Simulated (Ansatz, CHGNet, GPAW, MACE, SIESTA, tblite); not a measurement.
**Random start for liquid ZnBr2 at 780 K (102 atoms): forces by two methods**

102 atoms (34 Zn, 68 Br) packed at random in a cube at 3.37 g/cm³ and pushed apart as soft spheres, cations and anions kept from their own kind; a start for melting by ab initio MD, not an equilibrated structure. The density is the measured one of the melt at 780 K (3.365 g/cm³). Then every atom was moved at random, 0.02 Å r.m.s. a Cartesian component.

Two calculations on one geometry. First: GFN1-xTB tight binding, diagonalisation; levels smeared at 580 K; periodic xTB differs between programs (tblite 0.8.0; Γ point). Second: Kohn-Sham DFT, PBE, PAW, plane waves (Ansatz 0.2.0; cutoff 420 eV, Γ point, fermi-dirac smearing of 0.05 eV; PAW set soft_2).

Cell vectors (Å):

```
15.575 0.000 0.000
0.000 15.575 0.000
0.000 0.000 15.575
```

Atom, position (Å) and force of the first calculation (eV/Å):

```
1 Zn 13.699 12.269 3.578 -0.947 0.850 1.522
2 Zn 2.471 2.026 3.294 0.905 -0.445 0.849
3 Zn 5.146 0.877 11.253 -0.632 -0.650 1.030
4 Zn 10.120 14.585 13.798 0.429 -0.709 -0.527
5 Zn 15.532 7.767 3.229 -0.241 -0.296 0.638
6 Zn 7.951 0.219 9.260 0.487 -0.700 -0.619
7 Zn 8.233 10.527 12.290 0.711 0.355 -0.362
8 Zn 6.322 2.916 8.196 -0.222 1.829 -0.662
9 Zn 12.886 5.312 13.673 -0.628 -0.765 -0.656
10 Zn 2.322 7.704 6.263 0.078 0.699 1.035
11 Zn 3.593 13.390 8.433 0.179 -0.246 -1.744
12 Zn 1.223 14.369 3.063 -0.532 -0.217 0.257
13 Zn 9.321 0.329 2.452 0.341 0.061 0.975
14 Zn 11.388 6.596 8.603 0.353 0.231 -0.828
15 Zn 2.981 3.201 10.154 -0.228 1.158 0.121
16 Zn 1.318 4.986 2.565 -0.968 -0.911 -1.164
17 Zn 4.944 9.861 11.753 -0.872 -0.260 -0.516
18 Zn 0.076 10.628 1.477 1.285 0.706 -1.118
19 Zn 6.727 2.149 0.012 -1.171 0.102 1.162
20 Zn 12.669 0.953 8.634 1.106 -1.544 0.082
21 Zn 8.115 5.617 6.219 0.770 -0.551 0.295
22 Zn 11.349 11.325 15.408 -0.086 0.507 -0.186
23 Zn 1.194 7.379 12.689 0.738 0.462 -0.224
24 Zn 7.416 9.542 6.653 -0.538 1.106 0.018
25 Zn 12.691 7.612 0.654 -0.029 0.053 -0.381
26 Zn 13.403 4.065 5.241 -0.208 -0.876 -0.295
27 Zn 6.278 12.017 14.861 -0.895 0.834 0.914
28 Zn 14.796 4.006 10.840 -0.110 -0.701 -0.417
29 Zn 8.263 3.512 12.294 0.593 0.838 0.358
30 Zn 11.318 2.232 11.935 -0.087 -0.317 0.083
31 Zn 0.459 1.387 14.430 0.494 0.495 0.345
32 Zn 5.343 6.963 3.396 -0.020 0.448 -0.483
33 Zn 8.141 7.649 10.446 0.510 0.043 0.997
34 Zn 10.584 9.476 3.030 -0.703 1.021 0.936
35 Br 13.438 5.847 3.700 0.259 0.012 0.037
36 Br 14.297 14.486 8.208 -0.780 0.872 0.218
37 Br 7.603 14.811 3.746 0.575 0.489 -0.639
38 Br 4.772 10.172 14.785 0.357 -0.169 -0.672
39 Br 10.902 3.198 2.815 -0.208 -0.830 0.178
40 Br 1.077 2.544 5.186 -0.237 0.146 -0.137
41 Br 14.108 6.647 12.084 0.231 0.098 0.001
42 Br 8.763 10.382 4.941 0.355 -0.165 -0.470
43 Br 1.635 11.764 3.152 -0.337 0.405 0.146
44 Br 4.498 1.090 4.687 -0.786 0.408 -0.783
45 Br 7.922 6.031 15.227 -0.051 -0.166 -0.369
46 Br 2.271 14.828 7.094 -0.053 -0.078 0.456
47 Br 1.953 11.117 6.806 0.377 -0.161 0.376
48 Br 0.645 13.333 11.833 0.113 -0.015 0.039
49 Br 9.044 11.920 1.531 0.846 -0.733 -0.342
50 Br 2.709 0.958 11.666 0.635 0.038 0.104
51 Br 10.507 7.357 1.968 0.127 -0.527 -0.681
52 Br 10.352 8.962 10.767 -0.824 -0.421 -0.140
53 Br 3.852 5.132 11.795 -0.685 -0.908 -0.724
54 Br 0.853 2.647 8.886 0.474 0.462 0.298
55 Br 12.129 13.989 1.753 0.011 -0.693 -0.010
56 Br 12.728 2.293 14.449 0.458 0.529 -0.064
57 Br 4.170 4.608 7.685 0.667 -0.722 0.495
58 Br 4.532 0.321 0.754 0.594 0.495 -0.233
59 Br 9.046 9.443 14.284 -0.239 0.452 -0.312
60 Br 13.230 2.053 6.545 -0.001 0.681 -0.561
61 Br 13.308 5.022 8.804 -0.145 0.241 0.161
62 Br 6.913 3.888 5.191 -0.156 0.215 -0.042
63 Br 9.315 13.267 11.651 -0.332 -0.505 0.283
64 Br 11.201 7.781 5.976 -0.117 -0.356 0.698
65 Br 9.830 11.665 8.293 -0.174 -0.173 0.003
66 Br 12.858 11.750 6.071 0.239 -0.012 -1.468
67 Br 1.115 8.073 1.218 0.127 0.015 -0.098
68 Br 5.242 12.460 2.078 0.334 0.047 -0.653
69 Br 10.919 14.862 5.457 0.029 0.104 -0.262
70 Br 0.939 14.888 0.760 -0.028 0.302 -0.273
71 Br 15.251 8.323 9.008 0.152 -0.144 -0.059
72 Br 7.477 14.271 14.728 0.499 -0.145 -0.035
73 Br 10.458 0.169 9.058 0.075 0.178 -0.115
74 Br 5.097 1.003 8.826 -0.958 -0.671 -0.150
75 Br 15.046 8.803 5.271 0.426 -0.203 -0.123
76 Br 2.500 3.152 14.721 -1.133 -0.642 0.040
77 Br 12.755 9.609 13.824 -0.354 -0.158 1.170
78 Br 14.617 14.619 4.468 0.896 -0.259 -0.550
79 Br 3.996 13.573 13.478 0.575 0.085 -0.244
80 Br 4.538 8.660 5.674 0.632 -0.102 -0.062
81 Br 8.081 7.744 8.073 -0.209 -0.638 -0.613
82 Br 9.062 2.494 15.103 -0.099 -0.224 -0.252
83 Br 5.688 13.351 6.609 -0.375 -0.270 1.025
84 Br 12.749 13.490 13.152 -1.031 0.286 0.687
85 Br 5.767 3.754 1.656 0.220 -0.249 -0.346
86 Br 3.049 5.567 4.161 1.305 1.015 0.685
87 Br 9.999 4.369 7.227 -0.380 0.459 -0.023
88 Br 4.142 6.470 15.240 -0.213 -0.005 0.024
89 Br 7.234 4.784 10.244 0.149 -0.566 0.047
90 Br 14.227 5.511 0.047 -0.169 0.615 0.725
91 Br 13.107 11.371 10.096 -0.122 -0.061 -0.126
92 Br 14.235 0.925 11.370 0.175 0.644 0.099
93 Br 6.391 8.920 2.421 -0.329 -0.941 0.265
94 Br 6.424 7.844 12.197 0.167 -0.058 -0.105
95 Br 14.377 2.018 2.222 0.232 0.434 -0.009
96 Br 13.385 9.730 2.097 -0.477 -0.223 -0.090
97 Br 4.070 7.979 9.299 -0.155 0.135 -0.071
98 Br 2.023 9.876 11.784 0.453 -0.331 0.302
99 Br 1.037 11.373 15.004 -0.612 -0.252 0.560
100 Br 10.588 5.314 11.641 -0.017 0.059 0.395
101 Br 7.891 1.104 11.806 -0.844 0.235 0.173
102 Br 6.458 10.755 9.796 0.004 0.012 0.780
```

**Question.** What forces does the second calculation give?

Atom and force (eV/Å):

```
1 -0.742 1.335 1.572
2 0.899 -0.327 1.100
3 -0.457 -0.289 0.875
4 0.244 -1.211 -0.784
5 -0.214 -0.061 0.619
6 0.383 -0.037 -0.384
7 0.793 0.175 -0.478
8 -0.380 1.827 -0.522
9 -0.357 -0.822 -0.417
10 0.157 0.958 0.651
11 0.071 -0.373 -2.232
12 -1.233 -0.627 0.224
13 0.290 0.090 1.262
14 0.188 -0.054 -1.079
15 -0.388 0.942 0.222
16 -0.467 -0.562 -0.560
17 -0.821 -0.457 -0.453
18 1.340 0.583 -0.885
19 -0.965 0.130 1.399
20 1.083 -1.419 0.094
21 0.780 -0.726 0.530
22 -0.297 0.231 -0.371
23 0.664 0.832 -0.558
24 -0.039 0.704 -0.123
25 -0.004 0.045 -0.521
26 -0.192 -0.556 -0.324
27 -1.047 0.885 0.954
28 -0.100 -0.693 -0.841
29 0.602 0.801 -0.133
30 0.419 -0.172 0.524
31 0.767 0.605 0.736
32 -0.343 0.928 -0.301
33 0.255 0.437 1.210
34 -1.003 0.645 0.649
35 0.401 -0.276 0.229
36 -0.900 1.029 0.309
37 0.809 0.581 -0.802
38 0.773 0.082 -1.017
39 -0.395 -0.889 0.028
40 -0.049 0.170 -0.489
41 0.595 -0.220 -0.257
42 0.206 0.136 -0.429
43 -0.632 0.361 0.024
44 -0.974 0.352 -0.983
45 0.031 -0.251 -0.354
46 0.030 -0.052 0.717
47 0.388 -0.088 0.535
48 0.046 -0.043 -0.064
49 1.330 -1.009 -0.390
50 1.038 0.394 -0.396
51 0.373 -0.052 -0.599
52 -1.051 -0.733 -0.300
53 -0.872 -1.100 -0.854
54 0.346 0.867 0.856
55 0.198 -0.886 -0.003
56 0.016 0.707 -0.701
57 0.756 -1.028 0.763
58 0.884 0.775 -0.352
59 -0.363 0.759 -0.479
60 0.192 0.516 -0.742
61 -0.097 0.162 0.212
62 -0.099 0.505 0.302
63 -0.269 -0.498 0.430
64 -0.131 -0.513 1.041
65 -0.107 -0.116 -0.070
66 0.250 -0.025 -1.616
67 -0.173 0.061 0.435
68 0.424 0.001 -0.654
69 -0.080 0.011 -0.240
70 0.136 0.230 -0.332
71 0.100 -0.050 -0.050
72 0.574 -0.329 -0.010
73 0.011 0.093 0.156
74 -0.450 -0.593 -0.214
75 0.873 -0.522 -0.255
76 -1.510 -0.683 0.014
77 -0.503 -0.010 1.608
78 1.084 -0.644 -0.825
79 0.614 0.003 -0.233
80 0.352 -0.386 -0.308
81 -0.155 -0.748 -1.027
82 -0.622 -0.383 -0.314
83 -0.487 -0.238 1.230
84 -1.398 0.314 0.868
85 0.226 -0.410 -0.485
86 0.896 0.779 0.293
87 -0.223 0.766 0.235
88 -0.398 0.009 -0.077
89 0.172 -0.705 0.225
90 -0.694 0.833 0.614
91 0.017 -0.025 -0.070
92 -0.273 1.107 -0.181
93 -0.447 -1.258 0.461
94 0.379 0.137 -0.106
95 0.329 0.482 -0.084
96 -0.245 0.113 0.012
97 -0.175 0.111 -0.086
98 0.511 -0.831 0.461
99 -0.718 -0.330 0.596
100 0.185 -0.525 0.606
101 -0.948 0.167 0.082
102 0.009 0.078 1.455
```

The two sets differ by 246 meV/Å r.m.s., 39 % of the r.m.s. force of the Ansatz run. Periodic xTB results under one method name differ between programs and library versions. The electronic-structure runs sample only Γ, in a cell whose shortest periodic width is 16 Å, which is coarse for a cell with partly filled levels.

[Logs are printed without paths, hosts, clocks, repeated set-up lines and the standing remarks that a program may print on its own settings, such as how far it seeks lower states.]

[Hosts, paths, dates, database ids (printed as entryN), source tags and the programs' standing remarks are cut or masked in the printed files.]
